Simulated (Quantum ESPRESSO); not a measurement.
# SrO (Fm-3m): how pressure shifts the optical phonon

Wanted: a fit of frequency against volume for SrO (Fm-3m), tested on a run that is left out of it.

Method: DFT PBE, scalar-relativistic, plane waves, PseudoDojo norm-conserving pseudopotentials, in Quantum ESPRESSO 7.5.

The database entry behind the starting cell differs from later determinations by our own check (about 0.5 % short), so it need not match the best structure at ambient conditions.

## (1) The relaxed structure

It takes space group Fm-3m (No. 225, cubic). The conventional cell has a = 5.191 Å, b = 5.191 Å, c = 5.191 Å, α = 90.00°, β = 90.00°, γ = 90.00°. Nearest to Sr lie 6 O at 2.60 Å. Nearest to O lie 6 Sr at 2.60 Å. Farther neighbours and most contacts between anions are not listed.

As a file:

```xyz
2
Lattice="-2.5956 0.0000 2.5956 0.0000 2.5956 2.5956 -2.5956 2.5956 0.0000" Properties=species:S:1:pos:R:3 pbc="T T T"
Sr   -2.5956    2.5956    2.5956
O     0.0000    0.0000    0.0000
```

This is the cell after its relaxation at this level of theory, not the database cell from which that began.

## (2) Runs at several volumes

The relaxed cell is scaled uniformly; in this structure symmetry fixes all atoms, so nothing has to be relaxed anew. Each volume gets a ground state and a response at Γ. The mode followed is the highest one without the macroscopic field, of symmetry T1u; longitudinal polar modes lie higher. Cutoff 92 Ry, k mesh 8×8×8.

From the response at V/V₀ = 0.94:

What it wrote:

```text
[banners, grids, parts of the stress and lines that vanish by symmetry left out]
Program PHONON v.7.5
     Reading xml data from directory:

[...]
Exchange-correlation= PBE
                           (   1   4   3   4   0   0   0)
[...]
kinetic-energy cut-off    =      92.0000  Ry
     charge density cut-off    =     368.0000  Ry
     convergence threshold     =      1.0E-18
[...]
Exchange-correlation= PBE
                           (   1   4   3   4   0   0   0)
[...]
q = (   0.0000000   0.0000000   0.0000000 )
     49 Sym.Ops. (with q -> -q+G )
     G cutoff =  860.8076  (  26469 G-vectors)     FFT grid: ( 45, 45, 45)
     number of k points=    29
[...]
Mode symmetry, O_h (m-3m)  point group:
[...]
Dielectric constant
[...]
End of electric fields calculation
          Dielectric constant in cartesian axis
          (       3.797082113       0.000000000       0.000000000 )
          (       0.000000000       3.797082113      -0.000000000 )
          (       0.000000000      -0.000000000       3.797082113 )
          Effective charges (d Force / dE) in cartesian axis without acoustic sum rule applied (asr)
           atom    1  Sr    Mean Z*:        2.47190
      Ex  (        2.47190       -0.00000       -0.00000 )
      Ey  (       -0.00000        2.47190        0.00000 )
      Ez  (       -0.00000        0.00000        2.47190 )
           atom    2  O     Mean Z*:       -2.47212
      Ex  (       -2.47212        0.00000       -0.00000 )
      Ey  (        0.00000       -2.47212       -0.00000 )
      Ez  (        0.00000       -0.00000       -2.47212 )
          Effective charges Sum: Mean:       -0.00022
[...]
Effective charges (d Force / dE) in cartesian axis with asr applied:
           atom    1  Sr    Mean Z*:        2.47201
[...]
atom    2  O     Mean Z*:       -2.47201
[...]
Representation #   1 modes #   1   2   3
[...]
End of self-consistent calculation
     Convergence has been achieved
     Representation #   2 modes #   4   5   6
[...]
End of self-consistent calculation
     Convergence has been achieved
[...]
Dielectric constant in cartesian axis
          (       3.797082113       0.000000000       0.000000000 )
          (       0.000000000       3.797082113      -0.000000000 )
          (       0.000000000      -0.000000000       3.797082113 )
          Effective charges (d Force / dE) in cartesian axis without acoustic sum rule applied (asr)
           atom    1  Sr    Mean Z*:        2.47190
      Ex  (        2.47190       -0.00000       -0.00000 )
      Ey  (       -0.00000        2.47190        0.00000 )
      Ez  (       -0.00000        0.00000        2.47190 )
           atom    2  O     Mean Z*:       -2.47212
      Ex  (       -2.47212        0.00000       -0.00000 )
      Ey  (        0.00000       -2.47212       -0.00000 )
      Ez  (        0.00000       -0.00000       -2.47212 )
          Effective charges Sum: Mean:       -0.00022
[...]
Effective charges (d Force / dE) in cartesian axis with asr applied:
           atom    1  Sr    Mean Z*:        2.47201
[...]
atom    2  O     Mean Z*:       -2.47201
[...]
q = (    0.000000000   0.000000000   0.000000000 )
[...]
freq (    1) =       0.130967 [THz] =       4.368588 [cm-1]
     freq (    2) =       0.130967 [THz] =       4.368588 [cm-1]
     freq (    3) =       0.130967 [THz] =       4.368588 [cm-1]
     freq (    4) =       6.799442 [THz] =     226.804988 [cm-1]
     freq (    5) =       6.799442 [THz] =     226.804988 [cm-1]
     freq (    6) =       6.799442 [THz] =     226.804988 [cm-1]
[...]
Mode symmetry, O_h (m-3m)  point group:
     freq (   1-   3) =          4.4  [cm-1]   --> T_1u G_15  G_4- I
     freq (   4-   6) =        226.8  [cm-1]   --> T_1u G_15  G_4- I

   JOB DONE.
```

One volume, V/V₀ = 1, is held back as a test.

```tsv
V/V₀	volume (Å³/atom)	pressure (GPa)	ω (cm⁻¹)
0.94	16.438	6.03	226.80
0.97	16.962	2.77	208.45
1	17.487	0.01	held back
1.03	18.011	-2.34	172.39
1.06	18.536	-4.33	154.38
```

## (3) The fit

The mode Grüneisen parameter is γ = −d ln ω / d ln V.

```tsv
ln(V/V₀)	ln ω
-0.0619	5.4241
-0.0305	5.3397
0.0296	5.1498
0.0583	5.0394
```

A straight line through these points has the slope -3.192, so γ = 3.19; at V/V₀ = 1 it predicts ω = exp(5.2346 + 0.0000) = 187.66 cm⁻¹.

A parabola of pressure against ln V through V/V₀ = 0.97, 1 and 1.03 gives the bulk modulus B = −dP/d ln V = 85 GPa at V₀. With ω₀ from the fitted line the pressure coefficient follows as dω/dP = γ ω₀ / B = 3.19 × 187.7 / 85 = 7.05 cm⁻¹/GPa.

## (4) The run that was held back

What it wrote:

```text
[banners, grids, parts of the stress and lines that vanish by symmetry left out]
[banner, memory and clock lines left out]
Program PHONON v.7.5

[...]
Exchange-correlation= PBE
                           (   1   4   3   4   0   0   0)
[...]
kinetic-energy cut-off    =      92.0000  Ry
     charge density cut-off    =     368.0000  Ry
     convergence threshold     =      1.0E-18
[...]
Exchange-correlation= PBE
                           (   1   4   3   4   0   0   0)
[...]
q = (   0.0000000   0.0000000   0.0000000 )
     49 Sym.Ops. (with q -> -q+G )
     G cutoff =  897.0587  (  27989 G-vectors)     FFT grid: ( 45, 45, 45)
     number of k points=    29
[...]
Mode symmetry, O_h (m-3m)  point group:
[...]
Dielectric constant
[...]
End of electric fields calculation
          Dielectric constant in cartesian axis
          (       3.772995386       0.000000000      -0.000000000 )
          (       0.000000000       3.772995386      -0.000000000 )
          (      -0.000000000      -0.000000000       3.772995386 )
          Effective charges (d Force / dE) in cartesian axis without acoustic sum rule applied (asr)
           atom    1  Sr    Mean Z*:        2.43776
      Ex  (        2.43776        0.00000       -0.00000 )
      Ey  (       -0.00000        2.43776        0.00000 )
      Ez  (       -0.00000        0.00000        2.43776 )
           atom    2  O     Mean Z*:       -2.43794
      Ex  (       -2.43794        0.00000        0.00000 )
      Ey  (        0.00000       -2.43794       -0.00000 )
      Ez  (        0.00000       -0.00000       -2.43794 )
[...]
Representation #   1 modes #   1   2   3
[...]
End of self-consistent calculation
     Convergence has been achieved
     Representation #   2 modes #   4   5   6
[...]
End of self-consistent calculation
     Convergence has been achieved
[...]
Dielectric constant in cartesian axis
          (       3.772995386       0.000000000      -0.000000000 )
          (       0.000000000       3.772995386      -0.000000000 )
          (      -0.000000000      -0.000000000       3.772995386 )
          Effective charges (d Force / dE) in cartesian axis without acoustic sum rule applied (asr)
           atom    1  Sr    Mean Z*:        2.43776
      Ex  (        2.43776        0.00000       -0.00000 )
      Ey  (       -0.00000        2.43776        0.00000 )
      Ez  (       -0.00000        0.00000        2.43776 )
           atom    2  O     Mean Z*:       -2.43794
      Ex  (       -2.43794        0.00000        0.00000 )
      Ey  (        0.00000       -2.43794       -0.00000 )
      Ez  (        0.00000       -0.00000       -2.43794 )
          Effective charges Sum: Mean:       -0.00018
[...]
Effective charges (d Force / dE) in cartesian axis with asr applied:
           atom    1  Sr    Mean Z*:        2.43785
[...]
atom    2  O     Mean Z*:       -2.43785
[...]
q = (    0.000000000   0.000000000   0.000000000 )
[...]
freq (    1) =       0.142999 [THz] =       4.769935 [cm-1]
     freq (    2) =       0.142999 [THz] =       4.769935 [cm-1]
     freq (    3) =       0.142999 [THz] =       4.769935 [cm-1]
     freq (    4) =       5.705742 [THz] =     190.323070 [cm-1]
     freq (    5) =       5.705742 [THz] =     190.323070 [cm-1]
     freq (    6) =       5.705742 [THz] =     190.323070 [cm-1]
[...]
Mode symmetry, O_h (m-3m)  point group:
     freq (   1-   3) =          4.8  [cm-1]   --> T_1u G_15  G_4- I
     freq (   4-   6) =        190.3  [cm-1]   --> T_1u G_15  G_4- I
```

It gives 190.32 cm⁻¹ against the predicted 187.66 cm⁻¹, a miss of 3 cm⁻¹.

## (5) Outcome

```json
{
  "mode Grüneisen parameter": "3.192",
  "bulk modulus": "85.0 GPa",
  "pressure coefficient": "7.05 cm⁻¹/GPa"
}
```

In words: The highest optical mode of SrO (Fm-3m) without the LO-TO term stiffens by 7.05 cm⁻¹ a GPa near the relaxed volume, with γ = 3.19. The power law meets all 5 runs within 1.40 %; between neighbouring volumes γ runs from 2.69 to 3.84. Such a coefficient turns a measured shift of this mode into a hydrostatic stress; uniaxial or biaxial stress splits the mode and needs deformation potentials. These are harmonic values at zero temperature for the structure held cubic, which a run at Γ can't show to be stable; the bulk modulus rests on three points.

[Host names and launcher messages were left out of these logs when they were recorded.]

[Logs are printed without paths, hosts, clocks, repeated set-up lines and the standing remarks that a program may print on its own settings, such as how far it seeks lower states.]

[Hosts, paths, dates, database ids (printed as entryN), source tags and the programs' standing remarks are cut or masked in the printed files.]
